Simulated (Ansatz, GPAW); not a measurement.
**biphenyl-4,4'-dithiol between two Ag chains: relaxation, then transmission at several levels**

How well does biphenyl-4,4'-dithiol between two Ag chains conduct once its atoms have relaxed, and how much do cheaper levels lose?

Calculated with GPAW 26.7.0 and Ansatz 0.2.0; Ansatz plane waves; relaxation of the junction with the lead ends held; PAW set soft_1, in the first sound run; inputs show where later runs differ.

### 1. Starting point

The cell holds 36 atoms: 14 Ag, 2 S, 8 H and 12 C. Cell: a = 12.524 Å, b = 10.862 Å, c = 47.644 Å, α = 90.0°, β = 90.0°, γ = 90.0°. Regions: left lead, 7 atoms (7 Ag); channel, 22 atoms (2 S, 8 H and 12 C); right lead, 7 atoms (7 Ag). Vacuum lies along a and b. The structure is stacked along c, and the current runs across the ab planes.

### 2. Relaxation

Transmission follows bond lengths closely, so the atoms between the held lead ends are relaxed first, from a slightly shaken start that lets symmetry break.

Contents of input.yaml:

```yaml
crystal:
  lattice:
    - [12.5238098591, 0.0, 0.0]
    - [0.0, 10.8623327904, 0.0]
    - [0.0, 0.0, 47.6437078274]
  atoms:
    - { symbol: Ag, position: [0.5, 0.5, 0.0279155435] }
    - { symbol: Ag, position: [0.5, 0.5, 0.0837466306] }
    - { symbol: Ag, position: [0.5, 0.5, 0.1395777177] }
    - { symbol: Ag, position: [0.5, 0.5, 0.1954088047] }
    - { symbol: Ag, position: [0.5, 0.5, 0.2512398918] }
    - { symbol: Ag, position: [0.4973415298, 0.4992047675, 0.3069052905] }
    - { symbol: Ag, position: [0.4994327186, 0.5030899487, 0.3629858816] }
    - { symbol: S, position: [0.3457783134, 0.4776520021, 0.3929143411] }
    - { symbol: H, position: [0.5208246912, 0.5839780315, 0.4262677456] }
    - { symbol: C, position: [0.3851346069, 0.4533888425, 0.4298768628] }
    - { symbol: H, position: [0.2576195043, 0.326952346, 0.4378854647] }
    - { symbol: C, position: [0.4759078579, 0.5195203101, 0.4389242809] }
    - { symbol: C, position: [0.3286720648, 0.3789188462, 0.4462335864] }
    - { symbol: C, position: [0.5042381067, 0.5017059263, 0.4674600206] }
    - { symbol: C, position: [0.3583896283, 0.3602542106, 0.4747750724] }
    - { symbol: H, position: [0.5781698955, 0.5552334776, 0.4752645253] }
    - { symbol: C, position: [0.4528553979, 0.4223523001, 0.4852433383] }
    - { symbol: H, position: [0.3146349324, 0.3015703837, 0.4871228353] }
    - { symbol: H, position: [0.645070366, 0.3593263464, 0.504512049] }
    - { symbol: C, position: [0.4789542745, 0.4082381816, 0.5152811096] }
    - { symbol: C, position: [0.5859547818, 0.3686146129, 0.5210203765] }
    - { symbol: H, position: [0.329428786, 0.455206129, 0.5331130591] }
    - { symbol: C, position: [0.4079032601, 0.4280731607, 0.5363794426] }
    - { symbol: C, position: [0.6203648761, 0.3544031362, 0.5490961683] }
    - { symbol: H, position: [0.6986908812, 0.3325413278, 0.553779611] }
    - { symbol: C, position: [0.4458332974, 0.4058759581, 0.5651779141] }
    - { symbol: C, position: [0.546044049, 0.374547429, 0.5717560129] }
    - { symbol: H, position: [0.3823593863, 0.4217499185, 0.5816580014] }
    - { symbol: S, position: [0.5908427678, 0.3541215908, 0.6062008799] }
    - { symbol: Ag, position: [0.4976908881, 0.4995165586, 0.6376317786] }
    - { symbol: Ag, position: [0.5024890215, 0.4965048077, 0.6917594233] }
    - { symbol: Ag, position: [0.5, 0.5, 0.7487601082] }
    - { symbol: Ag, position: [0.5, 0.5, 0.8045911953] }
    - { symbol: Ag, position: [0.5, 0.5, 0.8604222823] }
    - { symbol: Ag, position: [0.5, 0.5, 0.9162533694] }
    - { symbol: Ag, position: [0.5, 0.5, 0.9720844565] }
kpoints:
  mp_grid: { grid: [1, 1, 2] }
hamiltonian:
  xc: pbe
  pseudopotentials: { kind: paw, azcp: { folder: soft_1 } }
scf:
  occupations: { method: fermi_dirac, width: 0.1 }
relax:
  f_tol: 0.03
  max_steps: 80
  constraints: [{ sites: [0, 1, 2, 3, 4, 31, 32, 33, 34, 35] }]
```

Run with:

```sh
$ ansatz run input.yaml --threads 4 --pin off --max-ram 8192MiB --backend cpu --events-out ev --progress --plain --runs-dir out
```

Numbers of over 12 decimals in the logs are rounded to 6 here.

Output:

```text
Engine: ansatz 0.2.0, x86_64-unknown-linux-gnu
Pseudopotentials: kind: paw
Pseudopotential: Ag, paw, valence charge 19, recommended cutoff 420 eV (normal), soft_1/Ag.paw.azcp
Pseudopotential: S, paw, valence charge 6, recommended cutoff 420 eV (normal), soft_1/S.paw.azcp
Pseudopotential: H, paw, valence charge 1, recommended cutoff 420 eV (normal), soft_1/H.paw.azcp
Pseudopotential: C, paw, valence charge 4, recommended cutoff 420 eV (normal), soft_1/C.paw.azcp
Functional definition: PBE
  parameter kappa = 0.804
  parameter beta = 0.066725
  exchange = pbe_x(kappa = kappa, mu = beta*pi^2/3)
  correlation = pbe_c(beta = beta)
Crystal: 36 atoms, lattice volume = 6481.345 Å³
Basis set: ecut = 420 eV, 126699 PW (Γ), exchange–correlation on 180×150×640 points (8 copies of the dense FFT grid, shifted against one another)
Bands: 203, of which v1, the nominal top of the filled ones, is band 167 counted from 1 (166 counted from 0)
Symmetry: 1 space group operations
Space group: P1 (ITA 1), of the structure as read, at distance tolerance 1.9e-4 Å
k-points: 2
Non-local potential: Ag, projectors of the file, l = 0: 3, l = 1: 2, l = 2: 2, l = 3: 1
Non-local potential: S, projectors of the file, l = 0: 2, l = 1: 2, l = 2: 1
Non-local potential: H, projectors of the file, l = 0: 2, l = 1: 1
Non-local potential: C, projectors of the file, l = 0: 2, l = 1: 2, l = 2: 1
PAW form: soft (Blöchl's): semilocal exchange-correlation on the pseudo side does not see the compensation charge
PAW one-centre angular grid: Ag, 590 points (default); XC on 64 Gauss nodes
PAW one-centre angular grid: S, 110 points (default); XC on 64 Gauss nodes
PAW one-centre angular grid: H, 110 points (default); XC on 64 Gauss nodes
PAW one-centre angular grid: C, 110 points (default); XC on 64 Gauss nodes
Initial density: superposition of atomic densities (neutral atoms: chi_scale 0, normalization atom)
Initial wavefunctions: pseudopotential atomic-orbital guess
Functional: x = pbe(κ = 0.804, μ = 0.219515), c = pbe(β = 0.066725)
SCF iter   1: F=—  HF=-111207.299311 eV  |F-HF|=—  |Δ(HF+E_count)|=         —  Δρ=2.60e-2  dr2=1.67e2  ethr=3.10e-3  ⟨swp⟩=7.5  Hψ=1916  notcnv=0  defer=31
preconditioner: auto → LDOS  [metal: Δε(μ)=0.181 eV  Ē_g=7.213 eV  σ=0.100 eV  W_gap=0.41  n_scr=522 (ndim 8)  ℏωp=6.7 eV  f_vac=0.820  D(μ)=14.34/eV (n_scr^D=24)  β→1.0]
SCF iter   2: F=—  HF=-111191.512377 eV  |F-HF|=—  |Δ(HF+E_count)|=    1.58e1  Δρ=1.03e-2  dr2=1.21e1  ethr=3.10e-3  ⟨swp⟩=7.5  Hψ=1231  notcnv=0  defer=42
SCF iter   3: F=—  HF=-111192.166835 eV  |F-HF|=—  |Δ(HF+E_count)|=   6.54e-1  Δρ=8.53e-3  dr2=1.30e1  ethr=3.10e-3  ⟨swp⟩=4.5  Hψ=1039  notcnv=0  defer=36
SCF iter   4: F=—  HF=-111190.161527 eV  |F-HF|=—  |Δ(HF+E_count)|=    2.01e0  Δρ=2.16e-3  dr2=1.34e0  ethr=3.10e-3  ⟨swp⟩=3.5  Hψ=720  notcnv=0  defer=39
SCF iter   5: F=—  HF=-111190.072955 eV  |F-HF|=—  |Δ(HF+E_count)|=   8.86e-2  Δρ=1.18e-3  dr2=3.06e-1  ethr=4.02e-4  ⟨swp⟩=3.0  Hψ=704  notcnv=0  defer=37
SCF iter   6: F=—  HF=-111190.029490 eV  |F-HF|=—  |Δ(HF+E_count)|=   4.35e-2  Δρ=5.08e-4  dr2=4.04e-2  ethr=9.17e-5  ⟨swp⟩=2.0  Hψ=606  notcnv=0  defer=37
SCF iter   7: F=—  HF=-111190.026070 eV  |F-HF|=—  |Δ(HF+E_count)|=   3.42e-3  Δρ=3.47e-4  dr2=2.49e-2  ethr=1.21e-5  ⟨swp⟩=1.0  Hψ=468  notcnv=0  defer=37
SCF iter   8: F=—  HF=-111190.023708 eV  |F-HF|=—  |Δ(HF+E_count)|=   2.36e-3  Δρ=2.07e-4  dr2=5.65e-3  ethr=7.44e-6  ⟨swp⟩=2.0  Hψ=536  notcnv=0  defer=37
SCF iter   9: F=—  HF=-111190.022810 eV  |F-HF|=—  |Δ(HF+E_count)|=   8.98e-4  Δρ=1.01e-4  dr2=1.54e-3  ethr=1.69e-6  ⟨swp⟩=3.0  Hψ=581  notcnv=0  defer=37
SCF iter  10: F=—  HF=-111190.022559 eV  |F-HF|=—  |Δ(HF+E_count)|=   2.51e-4  Δρ=4.38e-5  dr2=2.63e-4  ethr=4.62e-7  ⟨swp⟩=2.0  Hψ=625  notcnv=0  defer=37
SCF iter  11: F=—  HF=-111190.022569 eV  |F-HF|=—  |Δ(HF+E_count)|=   1.00e-5  Δρ=1.79e-5  dr2=4.36e-5  ethr=7.87e-8  ⟨swp⟩=2.0  Hψ=549  notcnv=0  defer=37
SCF iter  12: F=-111190.022573 eV  HF=-111190.022570 eV  |F-HF|=3.39e-6  |Δ(HF+E_count)|=   9.44e-7  Δρ=6.87e-6  dr2=7.56e-6  ethr=6.74e-9  ⟨swp⟩=5.0  Hψ=1498  notcnv=0
SCF 1 converged in 12 iterations: F = -111190.022573 eV  dr2 = 7.56e-6
  greatest PAW one-centre occupation: 1.001 electrons in one spin orbital (limit 2), on the Ag atom at site 6 (counted from 0), in its partial waves of l = 0
relax step   1: F+E_penalty+E_count = -111190.02257332 eV  Δ(F+E_penalty+E_count) = +0.000e0 eV  max|allowed force component| = 4.787e0 eV/Å  Δτ_max = 0.0000 Å  (12 SCF iters, dr2 threshold 2.25e-5 eV, accepted)
Initial density: handed on by an earlier stage of this run
Initial wavefunctions: those handed on with the density
iter 1 solved again at ethr=2.19e-4 eV; its pass at ethr=3.10e-3 eV (dr2=7.31e-1 eV) is discarded
SCF iter   1: F=—  HF=-111191.108881 eV  |F-HF|=—  |Δ(HF+E_count)|=         —  Δρ=3.16e-3  dr2=6.38e-1  ethr=2.19e-4  ⟨swp⟩=1.0  Hψ=1592  notcnv=0  defer=33
preconditioner: auto → LDOS  [metal: Δε(μ)=0.132 eV  Ē_g=7.648 eV  σ=0.100 eV  W_gap=0.32  n_scr=522 (ndim 8)  ℏωp=6.9 eV  f_vac=0.837  D(μ)=9.86/eV (n_scr^D=12)  β→1.0]
SCF iter   2: F=—  HF=-111191.041167 eV  |F-HF|=—  |Δ(HF+E_count)|=   6.77e-2  Δρ=1.42e-3  dr2=2.02e-1  ethr=1.91e-4  ⟨swp⟩=3.0  Hψ=846  notcnv=0  defer=33
SCF iter   3: F=—  HF=-111190.986404 eV  |F-HF|=—  |Δ(HF+E_count)|=   5.48e-2  Δρ=4.33e-4  dr2=2.62e-2  ethr=6.03e-5  ⟨swp⟩=3.0  Hψ=794  notcnv=0  defer=33
SCF iter   4: F=—  HF=-111190.982040 eV  |F-HF|=—  |Δ(HF+E_count)|=   4.36e-3  Δρ=1.49e-4  dr2=2.44e-3  ethr=7.86e-6  ⟨swp⟩=2.0  Hψ=682  notcnv=0  defer=35
SCF iter   5: F=—  HF=-111190.981677 eV  |F-HF|=—  |Δ(HF+E_count)|=   3.63e-4  Δρ=5.22e-5  dr2=3.20e-4  ethr=7.30e-7  ⟨swp⟩=2.0  Hψ=640  notcnv=0  defer=35
SCF iter   6: F=—  HF=-111190.981728 eV  |F-HF|=—  |Δ(HF+E_count)|=   5.04e-5  Δρ=3.01e-5  dr2=1.21e-4  ethr=9.59e-8  ⟨swp⟩=2.0  Hψ=640  notcnv=0  defer=35
SCF iter   7: F=-111190.981728 eV  HF=-111190.981752 eV  |F-HF|=2.40e-5  |Δ(HF+E_count)|=   2.47e-5  Δρ=1.77e-5  dr2=4.11e-5  ethr=2.99e-8  ⟨swp⟩=3.0  Hψ=1511  notcnv=0
SCF 2 converged in 7 iterations: F = -111190.981728 eV  dr2 = 4.11e-5
relax step   2: F+E_penalty+E_count = -111190.98172820 eV  Δ(F+E_penalty+E_count) = -9.592e-1 eV  max|allowed force component| = 2.285e0 eV/Å  Δτ_max = 0.1705 Å  (7 SCF iters, dr2 threshold 1.00e-4 eV, accepted)
SCF iter   1: F=—  HF=-111191.414432 eV  |F-HF|=—  |Δ(HF+E_count)|=         —  Δρ=4.07e-3  dr2=7.21e-1  ethr=2.87e-3  ⟨swp⟩=4.0  Hψ=1023  notcnv=0  defer=32
preconditioner: auto → LDOS  [metal: Δε(μ)=0.113 eV  Ē_g=7.553 eV  σ=0.100 eV  W_gap=0.27  n_scr=522 (ndim 8)  ℏωp=6.8 eV  f_vac=0.837  D(μ)=9.83/eV (n_scr^D=12)  β→1.0]
[...]
relax step  28: F+E_penalty+E_count = -111191.64412002 eV  Δ(F+E_penalty+E_count) = -7.138e-4 eV  max|allowed force component| = 2.096e-2 eV/Å  Δτ_max = 0.0329 Å  (7 SCF iters, accepted)
relax step  29: F+E_penalty+E_count = -111191.64478885 eV  Δ(F+E_penalty+E_count) = -6.688e-4 eV  max|allowed force component| = 1.513e-2 eV/Å  Δτ_max = 0.1021 Å  (10 SCF iters, accepted)
SCF iter   1: F=—  HF=-111191.719522 eV  |F-HF|=—  |Δ(HF+E_count)|=         —  Δρ=2.36e-3  dr2=2.49e-1  ethr=7.11e-4  ⟨swp⟩=4.0  Hψ=1027  notcnv=0  defer=19
preconditioner: auto → LDOS  [metal: Δε(μ)=0.035 eV  Ē_g=7.555 eV  σ=0.100 eV  W_gap=0.09  n_scr=522 (ndim 8)  ℏωp=6.8 eV  f_vac=0.837  D(μ)=10.97/eV (n_scr^D=14)  β→1.0]
SCF iter   2: F=—  HF=-111191.680136 eV  |F-HF|=—  |Δ(HF+E_count)|=   3.94e-2  Δρ=1.04e-3  dr2=1.11e-1  ethr=7.45e-5  ⟨swp⟩=3.0  Hψ=918  notcnv=0  defer=41
SCF iter   3: F=—  HF=-111191.645141 eV  |F-HF|=—  |Δ(HF+E_count)|=   3.50e-2  Δρ=1.47e-4  dr2=1.03e-3  ethr=3.33e-5  ⟨swp⟩=3.0  Hψ=608  notcnv=0  defer=41
SCF iter   4: F=—  HF=-111191.645207 eV  |F-HF|=—  |Δ(HF+E_count)|=   6.57e-5  Δρ=6.67e-5  dr2=4.30e-4  ethr=3.09e-7  ⟨swp⟩=3.0  Hψ=868  notcnv=0  defer=41
SCF iter   5: F=—  HF=-111191.645138 eV  |F-HF|=—  |Δ(HF+E_count)|=   6.88e-5  Δρ=1.77e-5  dr2=2.58e-5  ethr=1.29e-7  ⟨swp⟩=2.0  Hψ=688  notcnv=0  defer=41
SCF iter   6: F=—  HF=-111191.645203 eV  |F-HF|=—  |Δ(HF+E_count)|=   6.54e-5  Δρ=9.81e-6  dr2=1.03e-5  ethr=7.73e-9  ⟨swp⟩=2.0  Hψ=734  notcnv=0  defer=32
SCF iter   7: F=—  HF=-111191.645209 eV  |F-HF|=—  |Δ(HF+E_count)|=   5.78e-6  Δρ=4.25e-6  dr2=2.72e-6  ethr=3.09e-9  ⟨swp⟩=2.0  Hψ=632  notcnv=0  defer=32
SCF iter   8: F=—  HF=-111191.645212 eV  |F-HF|=—  |Δ(HF+E_count)|=   2.50e-6  Δρ=2.42e-6  dr2=9.65e-7  ethr=8.13e-10  ⟨swp⟩=2.0  Hψ=558  notcnv=0  defer=32
SCF iter   9: F=—  HF=-111191.645212 eV  |F-HF|=—  |Δ(HF+E_count)|=   2.57e-7  Δρ=1.53e-6  dr2=3.08e-7  ethr=2.89e-10  ⟨swp⟩=2.0  Hψ=635  notcnv=0  defer=32
SCF iter  10: F=-111191.645212 eV  HF=-111191.645212 eV  |F-HF|=5.03e-8  |Δ(HF+E_count)|=   2.10e-9  Δρ=8.07e-7  dr2=9.48e-8  ethr=2.99e-11  ⟨swp⟩=5.0  Hψ=1472  notcnv=0
SCF 30 converged in 10 iterations: F = -111191.645212 eV  dr2 = 9.48e-8
  greatest PAW one-centre occupation: 1.001 electrons in one spin orbital (limit 2), on the Ag atom at site 29 (counted from 0), in its partial waves of l = 0
relax step  30: F+E_penalty+E_count = -111191.64521183 eV  Δ(F+E_penalty+E_count) = -4.230e-4 eV  max|allowed force component| = 1.411e-2 eV/Å  Δτ_max = 0.1124 Å  (10 SCF iters, accepted)
SCF converged after 10 iterations
Free energy (F): -111191.645212 eV
Harris-Foulkes:  -111191.645212 eV  (|F-HF|=5.03e-8)
Internal energy: -111191.317225 eV  (E = F + TS)
E sigma→0 (E₀):  -111191.481218 eV
Entropy (-TS):   -0.327987 eV (-9.111 meV/atom)
Fermi energy:    -3.905081 eV
--- Per-component energies (eV) ---
  E_band       = -9290.893628
  E_kinetic    = 7937.886801
  E_local      = -120141.148373  (includes V_loc(G=0)·N_el)
  E_nonlocal   = 821.293624
  E_hartree    = 56503.821097
  E_xc         = -3003.802139
  E_vxc        = -3717.616852  (∫ρ·V_xc dr)
  E_paw        = -57841.234465  (= ΣΔE_a)
  E_vpaw       = -7198.968059  (= ΣTr[D̂ρ^β])
  E_aug_tail   = -0.003211  (compensation charges beyond the density's cutoff)
  E_ewald      = 4531.869441
  E_smearing   = -0.327987  (= −TS)
  E_closure    = -0.000000  (closes the sum)
  Σ components = -111191.645212   (vs F -111191.645212, Δ=0.00e0)
--- Forces (eV/Å), atoms counted from 1 ---
  atom   1  Ag     0.00022245    -0.00006122    -0.00672010
  atom   2  Ag    -0.00046362     0.00008872     0.00555611
  atom   3  Ag    -0.00670835     0.00170047    -0.00074994
  atom   4  Ag     0.02805385    -0.00581748     0.00645513
  atom   5  Ag    -0.02470311     0.00063330     0.26210081
  atom   6  Ag     0.00095372    -0.00045519     0.00002685
  atom   7  Ag    -0.00071064     0.00053087    -0.00200894
  atom   8  S      0.00181085     0.00223039     0.00471265
  atom   9  H     -0.00716869    -0.00079415     0.00715643
  atom  10  C     -0.00647387    -0.01410789     0.00958412
  atom  11  H      0.00362689     0.00047732    -0.00077119
  atom  12  C     -0.00023503     0.00739376    -0.00852271
  atom  13  C      0.00667833     0.00805512    -0.00683943
  atom  14  C     -0.00756011     0.00065903     0.00859852
  atom  15  C     -0.00039235     0.00092930     0.00466810
  atom  16  H     -0.00402642    -0.00158698     0.00065417
  atom  17  C      0.00933639    -0.00018452    -0.01215683
  atom  18  H      0.00638630     0.00001534    -0.00526197
  atom  19  H     -0.00464451    -0.00050405     0.00365115
  atom  20  C     -0.00940611     0.00471614     0.01056595
  atom  21  C      0.00271221     0.00365236    -0.00360644
  atom  22  H      0.00417189    -0.00047572    -0.00132357
  atom  23  C      0.00444986    -0.00289147    -0.00850242
  atom  24  C     -0.00715012     0.00073539     0.00624611
  atom  25  H     -0.00170937     0.00176929     0.00016817
  atom  26  C      0.00218195     0.00383138     0.00629407
  atom  27  C      0.00126223    -0.00752618    -0.00536641
  atom  28  H      0.00412753    -0.00247545    -0.00517436
  atom  29  S      0.00442243     0.00203806    -0.00393437
  atom  30  Ag    -0.00874348     0.00249951     0.01015015
  atom  31  Ag     0.01154395     0.00056311    -0.00261598
  atom  32  Ag     0.01971610    -0.00441577    -0.26855334
  atom  33  Ag    -0.02894273    -0.00210900    -0.00610205
  atom  34  Ag     0.00715778     0.00091908     0.00032356
  atom  35  Ag     0.00047502     0.00002353    -0.00535637
  atom  36  Ag    -0.00023917    -0.00003588     0.00665110
  max |Σ_I F_I| component: 2.05e-5 eV/Å
--- Relaxed structure (30 steps of the walk, 30 accepted, 0 SCFs on fresh bases) ---
  F+E_penalty+E_count = -111191.64521183 eV   max|allowed force component| = 1.411e-2 eV/Å
  atoms:
    - { symbol: Ag, position: [0.500000, 0.5, 0.027916] }
    - { symbol: Ag, position: [0.500000, 0.5, 0.083747] }
    - { symbol: Ag, position: [0.500000, 0.5, 0.139578] }
    - { symbol: Ag, position: [0.500000, 0.5, 0.195409] }
    - { symbol: Ag, position: [0.500000, 0.5, 0.251240] }
    - { symbol: Ag, position: [0.579132, 0.478912, 0.303756] }
    - { symbol: Ag, position: [0.479177, 0.491684, 0.354019] }
    - { symbol: S, position: [0.362564, 0.487504, 0.393902] }
    - { symbol: H, position: [0.583992, 0.497067, 0.418612] }
    - { symbol: C, position: [0.414746, 0.483825, 0.427631] }
    - { symbol: H, position: [0.254979, 0.469457, 0.444796] }
    - { symbol: C, position: [0.524118, 0.489148, 0.435137] }
    - { symbol: C, position: [0.339647, 0.475094, 0.449952] }
    - { symbol: C, position: [0.555559, 0.485645, 0.463010] }
    - { symbol: C, position: [0.371787, 0.472620, 0.477675] }
    - { symbol: H, position: [0.640572, 0.492445, 0.467661] }
    - { symbol: C, position: [0.481074, 0.477374, 0.485434] }
    - { symbol: H, position: [0.310750, 0.463395, 0.493848] }
    - { symbol: H, position: [0.677353, 0.413178, 0.506427] }
    - { symbol: C, position: [0.514622, 0.472783, 0.514839] }
    - { symbol: C, position: [0.619893, 0.438631, 0.522599] }
    - { symbol: H, position: [0.362639, 0.530587, 0.532611] }
    - { symbol: C, position: [0.443902, 0.501003, 0.537260] }
    - { symbol: C, position: [0.651645, 0.432350, 0.550323] }
    - { symbol: H, position: [0.732771, 0.403879, 0.555483] }
    - { symbol: C, position: [0.475177, 0.495911, 0.565133] }
    - { symbol: C, position: [0.580388, 0.461070, 0.572639] }
    - { symbol: H, position: [0.418610, 0.519859, 0.581657] }
    - { symbol: S, position: [0.631830, 0.450653, 0.606374] }
    - { symbol: Ag, position: [0.518980, 0.484237, 0.646265] }
    - { symbol: Ag, position: [0.417368, 0.490286, 0.696417] }
    - { symbol: Ag, position: [0.500000, 0.5, 0.7487601082] }
    - { symbol: Ag, position: [0.500000, 0.5, 0.804591] }
    - { symbol: Ag, position: [0.500000, 0.5, 0.860422] }
    - { symbol: Ag, position: [0.500000, 0.5, 0.916253] }
    - { symbol: Ag, position: [0.500000, 0.5, 0.972084] }
```

The job ended after 16 min (4 threads of Intel Xeon at 2.60GHz (Ice Lake), shared host; peak memory 7.4 GiB).

Relaxation path (22 of 30):

| step | energy less that of the first step (eV) | largest force component (eV/Å) |
| --- | --- | --- |
| 1 | 0.0000 | 4.7872 |
| 2 | -0.9592 | 2.2853 |
| 4 | -1.3141 | 0.3348 |
| 5 | -1.3754 | 0.1315 |
| 7 | -1.4679 | 0.1276 |
| 8 | -1.4972 | 0.0858 |
| 9 | -1.5147 | 0.0765 |
| 11 | -1.5398 | 0.0764 |
| 12 | -1.5507 | 0.0586 |
| 13 | -1.5595 | 0.1040 |
| 15 | -1.5760 | 0.0711 |
| 16 | -1.5834 | 0.0277 |
| 18 | -1.5897 | 0.0410 |
| 19 | -1.5953 | 0.0547 |
| 20 | -1.6003 | 0.0626 |
| 22 | -1.6079 | 0.0681 |
| 23 | -1.6118 | 0.0645 |
| 24 | -1.6152 | 0.0480 |
| 26 | -1.6199 | 0.0307 |
| 27 | -1.6208 | 0.0424 |
| 29 | -1.6222 | 0.0151 |
| 30 | -1.6226 | 0.0141 |

The atoms that moved most (Å):

| atom | dx | dy | dz | length |
| --- | --- | --- | --- | --- |
| H18 | -0.049 | 1.758 | 0.320 | 1.787 |
| H11 | -0.033 | 1.548 | 0.329 | 1.583 |
| H9 | 0.791 | -0.944 | -0.365 | 1.285 |
| C15 | 0.168 | 1.221 | 0.138 | 1.240 |
| S29 | 0.513 | 1.049 | 0.008 | 1.167 |
| H28 | 0.454 | 1.066 | 0.000 | 1.158 |
| H16 | 0.782 | -0.682 | -0.362 | 1.099 |
| Ag31 | -1.066 | -0.068 | 0.222 | 1.091 |

This step gave:

| Property | Result |
| --- | --- |
| free energy | -111191.6452 eV |
| smearing term TS | 0.3280 eV |
| symmetry operations | 1 |

The relaxation lowered the energy of the cell by 1.62 eV.

(Continued in part 2 of 3.)

[Logs are printed without paths, hosts, clocks, repeated set-up lines and the standing remarks that a program may print on its own settings, such as how far it seeks lower states.]

[Hosts, paths, dates, database ids (printed as entryN), source tags and the programs' standing remarks are cut or masked in the printed files.]
